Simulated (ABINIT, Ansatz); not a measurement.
# How the form of the self-energy moves the gap of K2H4Pt (I4/mmm), part 2 of 2

Wanted: the gap of K2H4Pt (I4/mmm) under several approximations, with cost.

ABINIT 10.8.3; PBEsol and many-body steps on it, plane waves. Known limits of the many-body steps: not at the basis limit; no spin polarisation; d states lean on the start; no spin-orbit coupling; coarse k mesh.

So far. Step 5 (G0W0, Hybertsen-Louie plasmon pole): Against G0W0 in ABINIT (2×2×2 mesh, 104 bands, screening to 114.3 eV, Godby-Needs plasmon pole), the gap moves by +0.054 eV. Step 6 (G0W0, von der Linden-Horsch plasmon pole): Against G0W0 in ABINIT (2×2×2 mesh, 104 bands, screening to 114.3 eV, Godby-Needs plasmon pole), the gap moves by +0.039 eV.

**7. One-shot Hartree-Fock**

This step: one-shot Hartree-Fock on PBEsol, plane waves, norm-conserving pseudopotentials.

Input file run.abi:

```
acell 3*1.0 Angstrom
rprim 
  -2.874560180000 2.874560180000 3.861188830000
  2.874560180000 -2.874560180000 3.861188830000
  2.874560180000 2.874560180000 -3.861188830000
ntypat 3
znucl 19 1 78
natom 7
typat 1 1 2 2 2 2 3
xred 
  0.250000000000 0.750000000000 0.500000000000
  0.750000000000 0.250000000000 0.500000000000
  0.202788050000 0.797211950000 0.000000000000
  0.202788050000 0.202788050000 0.405576100000
  0.797211950000 0.202788050000 0.000000000000
  0.797211950000 0.797211950000 0.594423900000
  0.000000000000 0.000000000000 0.000000000000
pp_dirpath "pseudos"
pseudos "K.upf, H.upf, Pt.upf"
ecut 38
ngkpt 2 2 2
nshiftk 1
shiftk 0 0 0
kptopt 1
chksymbreak 0
istwfk *1
occopt 1
irdwfk 1
optdriver 4
nband 24
gwcalctyp 5
ecutsigx 38
symsigma 1
nkptgw 3
kptgw 
  0.5000000000 0.5000000000 0.0000000000
  0.5000000000 0.5000000000 0.5000000000
  0.0000000000 0.0000000000 0.0000000000
bdgw 
  19 22
  18 22
  18 22
ixc_sigma 40
fftgw 31
indata_prefix "in"
outdata_prefix "out"
tmpdata_prefix "tmp"
```

Command:

```bash
$ OMP_NUM_THREADS=1 mpirun -n 4 abinit run.abi > log
```

Numbers of over 12 decimals in the logs are rounded to 6 here.

The program printed:

```text
.Version 10.8.3 of ABINIT. v10.8.2 released Aug 2026.

 Symmetries : space group I4/m m m (#139); Bravais tI (body-center tetrag.)
[... echo of the input left out ...]
== DATASET  1 ==================================================================
-   mpi_nproc: 4, omp_nthreads: 1 (-1 if OMP is not activated)

--- !DatasetInfo
iteration_state: {dtset: 1, }
dimensions: {natom: 7, nkpt: 4, mband: 24, nsppol: 1, nspinor: 1, nspden: 1, mpw: 9692, }
cutoff_energies: {ecut:  38.0, pawecutdg:  -1.0, }
[...]
Band     E0 <VxcDFT>   SigX SigC(E0)      Z dSigC/dE  Sig(E)    E-E0       E
[...]
21   5.785  -8.441  -4.168   0.000   1.000   0.000  -4.168   4.273  10.059
       22   6.309  -7.737  -3.708   0.000   1.000   0.000  -3.708   4.029  10.337

== END DATASET(S) ==============================================================
================================================================================

 -outvars: echo values of variables after computation  --------
           etotal      0.0000000000E+00
            nband          24
             nkpt           4
          spgroup         139
 [... the other variables as echoed above ...]

 Calculation completed.
```

Wall time 6.8 s (4 MPI ranks of Intel Xeon Platinum 8488C (Sapphire Rapids), shared host); peak memory 1.5 GiB; 26 s of CPU time.

This step gave:

```yaml
quasiparticle_gap_on_the_points_computed: 9.587 eV
starting_gap_on_the_mesh: 2.606 eV
k_of_the_valence_top: 0.5, 0.5, 0.5
k_of_the_conduction_bottom: 0.5, 0.5, 0.5
least_direct_quasiparticle_gap_on_the_computed_points: 9.587 eV
```

Against G0W0 in ABINIT (2×2×2 mesh, 104 bands, screening to 114.3 eV, Godby-Needs plasmon pole), the gap moves by +5.423 eV.

**8. Screening, 2×2×2 mesh, 104 bands, screening to 114.3 eV**

This step: RPA screening on PBEsol, plane waves, norm-conserving pseudopotentials.

run.abi, as its differences from that of step 7:

```diff
@@ -28,18 +28,14 @@
 irdwfk 1
-optdriver 4
-nband 24
-gwcalctyp 5
-ecutsigx 38
-symsigma 1
-nkptgw 3
-kptgw 
-  0.5000000000 0.5000000000 0.0000000000
-  0.5000000000 0.5000000000 0.5000000000
-  0.0000000000 0.0000000000 0.0000000000
-bdgw 
-  19 22
-  18 22
-  18 22
-ixc_sigma 40
-fftgw 31
+optdriver 3
+nband 104
+ecuteps 4.2
+inclvkb 2
+awtr 1
+symchi 1
+gwcalctyp 2
+nfreqre 16
+freqremax 40 eV
+nfreqim 8
+spmeth 1
+nomegasf 120
 indata_prefix "in"
```

The program printed:

```text
.Version 10.8.3 of ABINIT. v10.8.2 released Aug 2026.

 Symmetries : space group I4/m m m (#139); Bravais tI (body-center tetrag.)
[... echo of the input left out ...]
== DATASET  1 ==================================================================
-   mpi_nproc: 4, omp_nthreads: 1 (-1 if OMP is not activated)

--- !DatasetInfo
iteration_state: {dtset: 1, }
dimensions: {natom: 7, nkpt: 4, mband: 104, nsppol: 1, nspinor: 1, nspden: 1, mpw: 9692, }
cutoff_energies: {ecut:  38.0, pawecutdg:  -1.0, }
electrons: {nelect:   4.00000000E+01, charge:   0.00000000E+00, occopt:   1.00000000E+00, tsmear:   1.00000000E-02, }

 SCREENING: Calculation of the susceptibility and dielectric matrices

 Based on a program developped by R.W. Godby, V. Olevano, G. Onida, and L. Reining.
 Incorporated in ABINIT by V. Olevano, G.-M. Rignanese, and M. Torrent.
.Using double precision arithmetic ; gwpc =  8

[... cell and pseudopotentials left out ...]
--------------------------------------------------------------------------------

 ==== K-mesh for the wavefunctions ====
 Number of points in the irreducible wedge :     4
[... list of points left out ...]
 Together with 16 symmetry operations and time-reversal symmetry
 yields     8 points in the full Brillouin Zone.

 ==== Q-mesh for the screening function ====
 Number of points in the irreducible wedge :     4
[... list of points left out ...]
 Together with 16 symmetry operations and time-reversal symmetry
 yields     8 points in the full Brillouin Zone.

 setmesh: FFT mesh size selected  =    45x   45x   45
          total number of points  =        91125

 vcoul_init : cutoff-mode = AUXILIARY_FUNCTION
 q-points for optical limit:   1
     1)      0.000010    0.000020    0.000030

- screening: taking advantage of time-reversal symmetry
- Maximum band index for partially occupied states nbvw = 20
- Remaining bands to be divided among processors   nbcw = 84
- Number of bands treated by each node ~21

 Number of electrons calculated from density =   40.0000; Expected =   40.0000
 average of density, n =  0.046445
 r_s =    1.7258
 omega_plasma =   20.7886 [eV]

 calculating chi0 at frequencies [eV] :
  1    0.000000E+00    0.000000E+00
  2    2.666667E+00    0.000000E+00
  3    5.333333E+00    0.000000E+00
[...]
23    0.000000E+00    5.294496E+01
 24    0.000000E+00    7.454708E+01

--------------------------------------------------------------------------------
  q-point number  1        q = ( 0.000000, 0.000000, 0.000000) [r.l.u.]
--------------------------------------------------------------------------------
[... chi0 elements left out ...]
  [... further frequencies ...]

 No. of calculated frequencies >  15, stop printing
 For q-point:  0.000010 0.000020 0.000030
  dielectric constant =   2.8362
  dielectric constant without local fields =   3.6921

  Average fulfillment of the sum rule on Im[epsilon] for q-point    1 :     54.77  [%]
[... wings left out ...]
  q-point number  2        q = ( 0.500000, 0.000000, 0.000000) [r.l.u.]
--------------------------------------------------------------------------------
[... chi0 elements left out ...]
  [... further frequencies ...]

 No. of calculated frequencies >  15, stop printing
  Average fulfillment of the sum rule on Im[epsilon] for q-point    2 :     61.97  [%]

 [... 2 further q-points ...]
```

Elapsed: 36 s, on 4 MPI ranks; peak memory 2.7 GiB; 2.4 min of CPU time.

This step gave:

| Property | Result |
| --- | --- |
| ε∞ with local fields, on this mesh, along the program's q direction | 2.836 |
| the same without local fields | 3.692 |
| plasma frequency | 20.79 eV |
| plane waves in the screening matrix | 339 |

**9. G0W0, contour deformation**

This step: G0W0 on PBEsol, plane waves, norm-conserving pseudopotentials.

run.abi, as its differences from that of step 8:

```diff
@@ -28,14 +28,18 @@
 irdwfk 1
-optdriver 3
+optdriver 4
 nband 104
+gwcalctyp 2
+ecutsigx 38
+symsigma 1
+nkptgw 3
+kptgw 
+  0.5000000000 0.5000000000 0.0000000000
+  0.5000000000 0.5000000000 0.5000000000
+  0.0000000000 0.0000000000 0.0000000000
+bdgw 
+  19 22
+  18 22
+  18 22
 ecuteps 4.2
-inclvkb 2
-awtr 1
-symchi 1
-gwcalctyp 2
-nfreqre 16
-freqremax 40 eV
-nfreqim 8
-spmeth 1
-nomegasf 120
+irdscr 1
 indata_prefix "in"
```

The program printed:

```text
.Version 10.8.3 of ABINIT. v10.8.2 released Aug 2026.

 Symmetries : space group I4/m m m (#139); Bravais tI (body-center tetrag.)
[... echo of the input left out ...]
== DATASET  1 ==================================================================
-   mpi_nproc: 4, omp_nthreads: 1 (-1 if OMP is not activated)

--- !DatasetInfo
iteration_state: {dtset: 1, }
dimensions: {natom: 7, nkpt: 4, mband: 104, nsppol: 1, nspinor: 1, nspden: 1, mpw: 9692, }
cutoff_energies: {ecut:  38.0, pawecutdg:  -1.0, }
[...]
Band     E0 <VxcDFT>   SigX SigC(E0)      Z dSigC/dE  Sig(E)    E-E0       E
[...]
22   6.309  -7.737  -3.708  -2.763   0.830  -0.205  -6.686   1.050   7.359
       22   0.000   0.000   0.000  -0.002   0.000   0.000  -0.002  -0.002  -0.002

== END DATASET(S) ==============================================================
================================================================================

 -outvars: echo values of variables after computation  --------
           etotal      0.0000000000E+00
            nband         104
             nkpt           4
          spgroup         139
 [... the other variables as echoed above ...]

 Calculation completed.
```

Run time: 12 s. Hardware: 4 MPI ranks; peak memory 1.7 GiB; 47 s of CPU time.

This step gave:

```
G0W0 gap on the points computed              : 4.104 eV
starting gap on the mesh                     : 2.606 eV
k of the valence top                         : 0.5, 0.5, 0
k of the conduction bottom                   : 0.5, 0.5, 0.5
least direct G0W0 gap on the computed points : 4.123 eV
```

Against G0W0 in ABINIT (2×2×2 mesh, 104 bands, screening to 114.3 eV, Godby-Needs plasmon pole), the gap moves by −0.060 eV.

**10. Side by side**

Times are wall times on 4 MPI ranks of Intel Xeon Platinum 8488C (Sapphire Rapids), shared host, good to a factor of about two. A run's time includes the screening step that it read.

| run | mesh | bands | screening cutoff (eV) | DFT gap (eV) | gap on the mesh (eV) | direct (eV) | ε∞ used | time |
| --- | --- | --- | --- | --- | --- | --- | --- | --- |
| G0W0, Godby-Needs plasmon pole | 2×2×2 | 104 | 114.3 | 2.606 | 4.164 | 4.185 | 2.82 | 44 s |
| G0W0, Hybertsen-Louie plasmon pole | 2×2×2 | 104 | 114.3 | 2.606 | 4.218 | 4.251 | 2.82 | 44 s |
| G0W0, von der Linden-Horsch plasmon pole | 2×2×2 | 104 | 114.3 | 2.606 | 4.203 | 4.241 | 2.82 | 41 s |
| one-shot Hartree-Fock | 2×2×2 | - | - | 2.606 | 9.587 | 9.587 | - | 6.8 s |
| G0W0, contour deformation | 2×2×2 | 104 | 114.3 | 2.606 | 4.104 | 4.123 | 2.84 | 48 s |

**11. What came out**

```json
{"G0W0, Godby-Needs plasmon pole": "4.164 eV", "G0W0, Hybertsen-Louie plasmon pole": "4.218 eV", "G0W0, von der Linden-Horsch plasmon pole": "4.203 eV", "one-shot Hartree-Fock": "9.587 eV", "G0W0, contour deformation": "4.104 eV", "known limits": "not at the basis limit; no spin polarisation; d states lean on the start; no spin-orbit coupling; coarse k mesh"}
```

In words: G0W0, Hybertsen-Louie plasmon pole: +0.054 eV against G0W0, Godby-Needs plasmon pole. G0W0, von der Linden-Horsch plasmon pole: +0.039 eV against G0W0, Godby-Needs plasmon pole. One-shot Hartree-Fock: +5.423 eV against G0W0, Godby-Needs plasmon pole. G0W0, contour deformation: −0.060 eV against G0W0, Godby-Needs plasmon pole. Bare exchange alone opens the gap to 9.59 eV; against G0W0, correlation takes back 5.42 eV. Bands and cutoff are finite, so the gap is not at the basis limit. The miss can reach some tenths of an eV and take either sign; the mesh is an error of its own. In the first G0W0 run levels were corrected at 3 k points alone, so a gap called «on the mesh» is the least over those, and an edge elsewhere would be missed. The 2×2×2 mesh is coarse for this cell, which bears on the long-range parts of exchange and screening. The runs have no spin polarisation. For a closed low-spin shell that is the natural state; where a d or f shell is open it is a constraint, and the gap is then not the crystal's own. With d states at the gap, one-shot GW leans hard on its start. The many-body steps are scalar-relativistic: spin-orbit coupling is not in them.

[Paths, hosts, dates, memory and timing lines, banners, echoed tables and standing remarks are left out of the program output.]

[Logs are printed without paths, hosts, clocks, repeated set-up lines and the standing remarks that a program may print on its own settings, such as how far it seeks lower states.]

[Runs of the session that timed out or met a known fault of the program may be left out.]

[No measured gap is set beside runs whose start may be inverted or whose files or cutoffs have a known fault.]

[Hosts, paths, dates, database ids (printed as entryN), source tags and the programs' standing remarks are cut or masked in the printed files.]

[G0W0 gaps are taken among the corrected bands and points alone; a level outside them can change the order at an edge.]

[Where Ansatz stands beside ABINIT at settings called matched, ABINIT's density can come from a denser mesh and the files from another edition; pairs whose starting gaps differed by over 0.03 eV were left out, so agreement reads better than it is.]
